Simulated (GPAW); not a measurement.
Consider InRh (Pm-3m).

```
In Rh
1.0
     3.19600    0.00000    0.00000
     0.00000    3.19600    0.00000
     0.00000    0.00000    3.19600
In Rh
1 1
Direct
  0.50000 0.50000 0.50000
  0.00000 0.00000 0.00000
```

Absorber: atom 1, with 8 Rh at 2.77 Å and 6 In at 3.20 Å (cube and octahedron, as in bcc, site symmetry m-3m). Method: GPAW, LDA, excited-electron core hole (neutral cell), 8-atom cell with 5.5 Å between holes, 6×6×6 k points, dipole transitions, Gaussian full width 7.91 eV.

Question: Predict the near-edge structure at the In K edge.

Main maxima up to 30 eV above the zero (height): 7.0 eV (1.28) and 27.8 eV (0.99). A K edge sees empty p states on the absorber. 

The In K spectrum (energy from the lowest empty level; intensity scaled to a mean of 1 over the first 20 eV):

```csv
E (eV),intensity
-2.0,0.26
-1.5,0.31
-1.0,0.37
-0.5,0.44
0.0,0.51
0.5,0.58
1.0,0.66
1.5,0.74
2.0,0.82
2.5,0.90
3.0,0.97
3.5,1.04
4.0,1.10
4.5,1.16
5.0,1.20
5.5,1.24
6.0,1.26
6.5,1.27
7.0,1.28
7.5,1.27
8.0,1.26
8.5,1.24
9.0,1.21
9.5,1.18
10.0,1.15
10.5,1.12
11.0,1.08
11.5,1.05
12.0,1.02
12.5,0.99
13.0,0.97
13.5,0.95
14.0,0.93
14.5,0.91
15.0,0.89
15.5,0.88
16.0,0.87
16.5,0.86
17.0,0.86
17.5,0.85
18.0,0.85
18.5,0.86
19.0,0.86
19.5,0.86
20.0,0.87
20.5,0.88
21.0,0.89
21.5,0.90
22.0,0.91
22.5,0.91
23.0,0.92
23.5,0.93
24.0,0.94
24.5,0.95
25.0,0.96
25.5,0.97
26.0,0.98
26.5,0.99
27.0,0.99
27.5,0.99
28.0,0.99
28.5,0.99
29.0,0.99
29.5,0.98
30.0,0.97
30.5,0.96
31.0,0.95
31.5,0.94
32.0,0.93
```

The script folds with a Gaussian, whereas the core hole's own line is a Lorentzian, so the onset is too steep and the first peak too high. The holes are only 5.5 Å apart, so the shape is probably not converged with cell size; no larger cell was run here. The structure is a published determination, not relaxed.

[Banner, clock and machine lines of the logs are left out without a mark of their own.]

[Logs are printed without paths, hosts, clocks, repeated set-up lines and the standing remarks that a program may print on its own settings, such as how far it seeks lower states.]

[Hosts, paths, dates, database ids (printed as entryN), source tags and the programs' standing remarks are cut or masked in the printed files.]

[Lists of maxima count a maximum above −3 eV only where it reaches 4 % of the highest in the window and stands out from its surroundings by 2 % of it (1.5 % where it reaches 55 %); shoulders and weaker maxima are passed over, and of the rest the first, up to two pre-edge ones and the few strongest are named.]
